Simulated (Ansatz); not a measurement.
# I on Nb(110), ontop start, 2x2 cell: photoemission fingerprints

Wanted: core-level shifts and unfolded surface bands for I on Nb(110), ontop start, 2x2 cell. Spin–orbit coupling is left out of the bands throughout.

Program: Ansatz 0.2.0. Level of theory: DFT, PBE, plane-wave PAW, default files, scalar-relativistic. Results are calculated unless marked as measured.

Report form: the programs' logs are mostly left out.

### 1. The structure

The cell holds 4 atoms: 4 Nb. Its edges and angles: a = 3.310 Å, b = 2.867 Å, c = 22.022 Å, α = 90.0°, β = 90.0°, γ = 54.7°. It derives from Nb. Vacuum lies along c.

As a file:

```cif
data_structure
_symmetry_space_group_name_H-M 'P 1'
_symmetry_Int_Tables_number 1
_cell_length_a 3.3100
_cell_length_b 2.8665
_cell_length_c 22.0216
_cell_angle_alpha 90.000
_cell_angle_beta 90.000
_cell_angle_gamma 54.736
_cell_volume 170.60
loop_
_atom_site_label
_atom_site_type_symbol
_atom_site_fract_x
_atom_site_fract_y
_atom_site_fract_z
_atom_site_occupancy
Nb1 Nb 0.00000 0.00000 0.65942 1
Nb2 Nb 0.50000 0.00000 0.55314 1
Nb3 Nb 0.00000 0.00000 0.44686 1
Nb4 Nb 0.50000 0.00000 0.34058 1
```

### 2. The clean face

The clean face is the reference for what the added atoms change.

File input.yaml:

```yaml
crystal:
  lattice:
    - [3.31, 0.0, 0.0]
    - [1.655, 2.3405234457, 0.0]
    - [0.0, 0.0, 22.0215703372]
  atoms:
    - { symbol: Nb, position: [0.0, 0.0, 0.659424833] }
    - { symbol: Nb, position: [0.5, 0.0, 0.553141611] }
    - { symbol: Nb, position: [0.0, 0.0, 0.446858389] }
    - { symbol: Nb, position: [0.5, 0.0, 0.340575167] }
kpoints:
  mp_grid: { grid: [16, 16, 1] }
scf:
  occupations: { method: fermi_dirac, width: 0.05 }
  n_extra_bands: 12
hamiltonian:
  xc: pbe
  pseudopotentials: { kind: paw }
output:
  forces: true
  write_potential: true
  volumetric_format: []
  dos:
    projected: true
    de: 0.05
    e_range: [-30, 12]
    method: { smearing: { sigma: 0.1, scheme: gaussian } }
efield:
  axis: 3
  dipole_correction: true
relax:
  f_tol: 0.03
  max_steps: 50
  constraints: [{ sites: [2, 3] }]
```

Command:

```
> ansatz run input.yaml --threads 8 --pin off --max-ram 20480MiB --backend cpu --events-out ev --progress --plain --runs-dir out
```

Run time: 15 s. Hardware: 8 threads of Arm Neoverse V2, shared host; peak memory 0.85 GiB.

The steps of the relaxation:

```tsv
step	energy less that of the first step (eV)	largest force component (eV/Å)
1	0.0000	0.4081
2	-0.0008	0.5159
3	-0.0245	0.0189
4	-0.0245	0.0187
```

Forces are held to the 4 operations that the run works with; a distortion that breaks them can't arise in this run.

The atoms that moved most (Å):

```tsv
atom	dx	dy	dz	length
Nb1	0.000	0.000	-0.101	0.101
Nb2	0.000	0.000	0.012	0.012
```

Final coordinates:

```cif
data_structure
_symmetry_space_group_name_H-M 'P 1'
_symmetry_Int_Tables_number 1
_cell_length_a 3.3100
_cell_length_b 2.8665
_cell_length_c 22.0216
_cell_angle_alpha 90.000
_cell_angle_beta 90.000
_cell_angle_gamma 54.736
_cell_volume 170.60
loop_
_atom_site_label
_atom_site_type_symbol
_atom_site_fract_x
_atom_site_fract_y
_atom_site_fract_z
_atom_site_occupancy
Nb1 Nb 0.00000 0.00000 0.65482 1
Nb2 Nb 0.50000 0.00000 0.55370 1
Nb3 Nb 0.00000 0.00000 0.44686 1
Nb4 Nb 0.50000 0.00000 0.34058 1
```

This step gave:

- free energy: -18207.1281 eV
- energy at zero smearing: -18207.1062 eV
- smearing term TS: 0.04368 eV
- Fermi energy: 5.103 eV
- symmetry operations: 4
- zero of energy: Fermi level
- share of occupied states in no projected shell: 0.0074 of the occupied states in the window
- DOS at the Fermi level: 5.204 states/eV/cell
- work function, upper face: 4.479 eV
- work function, lower face: 4.537 eV

The planar mean, electrostatic potential oscillates, so the rows of the table below give means over windows of 1 Å about each position, cut where the curve ends. Its maxima inside the range that stand out by 2 % of the span (Å: eV): 8.7: -0.996, 11.0: -0.981, 13.4: -2.06. Its minima: 7.5: -21.7, 9.8: -21.5, 12.2: -21.5, 14.4: -21.7.

From the Fermi level. Planar mean, electrostatic potential against z; means over each step:

z (Å), planar mean, electrostatic potential (eV) and a bar from the least value:
```
        0        4.5 ##############################
        1        4.5 ##############################
        2        4.5 ##############################
        3        4.5 ##############################
        4        4.5 ##############################
        5        4.3 ##############################
        6        2.0 ###########################
        7      -12.7 ######
        8      -12.5 #######
        9       -6.1 ###############
       10      -17.5 
       11       -3.5 ###################
       12      -17.2 
       13       -7.1 ##############
       14      -14.1 #####
       15      -11.1 #########
       16        2.4 ###########################
       17        4.2 ##############################
       18        4.5 ##############################
       19        4.5 ##############################
       20        4.5 ##############################
       21        4.5 ##############################
```

Recipe: projected DOS times atomic cross section and asymmetry factor (linear light, 10° from the polarisation), occupied states only, Fermi edge at 20 K, a Lorentzian width of 0.05 eV growing by 0.05 eV per eV of binding energy, and a resolution of 0.6 eV. Each atom is damped by exp[−depth/(λ cos θ)], θ = 75° from the normal, λ from the universal curve. Curves are cut 10 eV under the photon energy, above any shell that the free atom's threshold puts out of reach, or at the lower edge of the window: 11.2 eV at 21.2 eV, 30 eV at 40.8 eV, 30 eV at 1486.7 eV and 30 eV at 9251.7 eV. Matrix elements of the solid and inelastic losses aren't modelled, nor non-dipole terms, which matter above 3 keV.

Share of each shell in the spectrum's area (%), by photon energy:

```tsv
shell	21.2 eV	40.8 eV	1486.7 eV	9251.7 eV
Nb 5s	0.2	0.6	3.9	20.0
Nb 4p	0.0	8.4	39.8	66.5
Nb 4d	99.8	91.0	56.1	13.2
```

The window's lower edge cuts through Nb 4p, so the shares at energies that reach it are artefacts of the cut.

Cross sections used, in Mb an electron:

```tsv
shell	21.2 eV	40.8 eV	1486.7 eV	9251.7 eV
Nb 5s	0.024	0.027	2.0e-4	5.1e-6
Nb 4p	-	0.81	0.0026	2.7e-5
Nb 4d	5.1	1.1	6.5e-4	1.1e-6
```

At the Fermi level the DOS is 5.20 states/eV a cell, and on the broadened curves Nb 4d holds 85 % of the total there.

### 3. Relaxing the atoms

System of this step: Nb16I. The cell holds 17 atoms: 1 I and 16 Nb. Cell: a = 6.620 Å, b = 5.733 Å, c = 24.772 Å, α = 90.0°, β = 90.0°, γ = 54.7°. It derives from Nb. How the cell was made: adsorbate; added: I; site: ontop; coverage 0.25 monolayer; cell: 2x2; on one face. Regions: ad, 1 atom (1 I); L1, 4 atoms (4 Nb); L2, 4 atoms (4 Nb); L3, 4 atoms (4 Nb); rest, 4 atoms (4 Nb). Vacuum lies along c.

Levels and vacuum steps follow bond lengths, so the atoms are relaxed first. 8 atoms are held to stand for the bulk. A dipole correction cancels the field between unlike faces.

File input.yaml:

```yaml
crystal:
  lattice:
    - [6.62, 0.0, 0.0]
    - [3.31, 4.6810468915, 0.0]
    - [0.0, 0.0, 24.7715703372]
  atoms:
    - { symbol: I, position: [0.001484028, 0.0, 0.697233567] }
    - { symbol: Nb, position: [0.0, 0.0, 0.586219208] }
    - { symbol: Nb, position: [0.5, 0.0, 0.586219208] }
    - { symbol: Nb, position: [0.0, 0.5, 0.586219208] }
    - { symbol: Nb, position: [0.5, 0.5, 0.586219208] }
    - { symbol: Nb, position: [0.75, 0.5, 0.49173495] }
    - { symbol: Nb, position: [0.25, 0.5, 0.49173495] }
    - { symbol: Nb, position: [0.75, 0.0, 0.49173495] }
    - { symbol: Nb, position: [0.25, 0.0, 0.49173495] }
    - { symbol: Nb, position: [0.0, 0.0, 0.397250691] }
    - { symbol: Nb, position: [0.5, 0.0, 0.397250691] }
    - { symbol: Nb, position: [0.0, 0.5, 0.397250691] }
    - { symbol: Nb, position: [0.5, 0.5, 0.397250691] }
    - { symbol: Nb, position: [0.75, 0.5, 0.302766433] }
    - { symbol: Nb, position: [0.25, 0.5, 0.302766433] }
    - { symbol: Nb, position: [0.75, 0.0, 0.302766433] }
    - { symbol: Nb, position: [0.25, 0.0, 0.302766433] }
kpoints:
  mp_grid: { grid: [6, 6, 1] }
scf:
  occupations: { method: fermi_dirac, width: 0.05 }
  n_extra_bands: 14
hamiltonian:
  xc: pbe
  pseudopotentials: { kind: paw }
output:
  forces: true
  write_potential: true
  volumetric_format: []
efield:
  axis: 3
  dipole_correction: true
relax:
  f_tol: 0.03
  max_steps: 45
  constraints: [{ sites: [9, 10, 11, 12, 13, 14, 15, 16] }]
```

It took 3.9 min on 8 threads; peak memory 3.8 GiB.

Step by step:

```tsv
step	energy less that of the first step (eV)	largest force component (eV/Å)
1	0.0000	0.8446
2	-0.1149	0.2844
3	-0.1273	0.2356
4	-0.1390	0.1750
5	-0.1496	0.1221
6	-0.1740	0.1955
7	-0.2295	0.2736
8	-0.3330	0.3847
9	-0.4874	0.5038
10	-0.6773	0.5914
11	-0.8798	0.5598
12	-1.0039	0.3293
13	-1.0560	0.1038
14	-1.0634	0.0152
15	-1.0634	0.0152
```

The run keeps the 2 symmetry operations that it works with, so distortions that break them were not tested.

The atoms that moved most (Å):

```tsv
atom	dx	dy	dz	length
I1	1.631	0.000	-0.560	1.724
Nb2	-0.128	0.000	-0.056	0.140
Nb3	0.098	0.000	-0.055	0.112
Nb4	-0.016	0.042	-0.084	0.095
Nb5	-0.016	-0.042	-0.084	0.095
Nb8	-0.009	0.000	-0.069	0.069
Nb9	-0.007	0.000	0.039	0.039
Nb7	-0.009	0.000	0.014	0.017
```

Numbers from this step:

| Quantity | Value |
| --- | --- |
| free energy | -80343.9234 eV |
| energy at zero smearing | -80343.8400 eV |
| smearing term TS | 0.1669 eV |
| Fermi energy | 4.803 eV |
| symmetry operations | 2 |
| work function, upper face | 3.908 eV |
| work function, lower face | 4.527 eV |

The relaxation ends 63 meV an atom lower, with a largest force component of 0.015 eV/Å on the free atoms. Between step 2 and this run (17 atoms) the value for the work function, upper face moves from 4.48 eV to 3.91 eV (-13 %).

(Part 1 of 3 ends here.)

[Logs are printed without paths, hosts, clocks, repeated set-up lines and the standing remarks that a program may print on its own settings, such as how far it seeks lower states.]

[Hosts, paths, dates, database ids (printed as entryN), source tags and the programs' standing remarks are cut or masked in the printed files.]

[Maps of the electrostatic potential energy from Ansatz leave out the sawtooth potential of an applied field or a dipole correction, so their vacuum need not be flat; work functions include it.]
